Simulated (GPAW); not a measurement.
# Calculated records

## Sr2SeS (R-3m): one start, several treatments of the self-energy

The structure is trigonal, space group R-3m (No. 166). The conventional cell has a = 4.356 Å, b = 4.356 Å, c = 21.367 Å, α = 90.00°, β = 90.00°, γ = 120.00°. Sr has 3 S at 3.05 Å and 3 Se at 3.12 Å nearest. Nearest to Se lie 6 Sr at 3.12 Å. Nearest to S lie 6 Sr at 3.05 Å. Farther neighbours and most contacts between anions are not listed.

```
Sr Se S
1.0
     2.17815    1.25756    7.12217
    -2.17815    1.25756    7.12217
     0.00000   -2.51511    7.12217
Sr Se S
2 1 1
Direct
  0.24718 0.24718 0.24718
  0.75282 0.75282 0.75282
  0.00000 0.00000 0.00000
  0.50000 0.50000 0.50000
```

```
method                                  : DFT, LDA, plane waves, PAW (and 3 further levels or steps)
program                                 : GPAW 26.7.0
settings of one run                     : cutoff 450 eV, GPAW PAW setups 1.2.1 data release, 4×4×4 k-mesh, nbands 200
cost                                    : 6 runs, 14 min in all on 4 MPI ranks of Arm Neoverse V2, shared host (the runs of this entry)
notes                                   : The cell and positions are those that the Materials Project relaxed with its own functionals (PBE, PBE+U or r2SCAN), kept fixed. Limits: no spin-orbit coupling. Bands and cutoff are finite, so the gap is not at the basis limit. The miss can reach some tenths of an eV and take either sign; the mesh is an error of its own. The program warns of a poor linear fit in the extrapolation of some level, so the extrapolated values are rough.
G0W0, Godby-Needs plasmon pole          : 3.392 eV
one-shot HSE06                          : 3.284 eV
G0W0, extrapolated in the cutoff        : 3.699 eV
one-shot PBE0                           : 3.978 eV
G0W0, full frequency, Hilbert transform : 3.423 eV
known limits                            : not at the basis limit; no spin-orbit coupling
```

One-shot HSE06: −0.108 eV against G0W0, Godby-Needs plasmon pole. G0W0, extrapolated in the cutoff: +0.307 eV against G0W0, Godby-Needs plasmon pole, at other bands or cutoff, so not like for like.

[Paths, hosts, dates, memory and timing lines, banners, echoed tables and standing remarks are left out of the program output.]

[Logs are printed without paths, hosts, clocks, repeated set-up lines and the standing remarks that a program may print on its own settings, such as how far it seeks lower states.]

[Runs of the session that timed out or met a known fault of the program may be left out.]

[Hosts, paths, dates, database ids (printed as entryN), source tags and the programs' standing remarks are cut or masked in the printed files.]
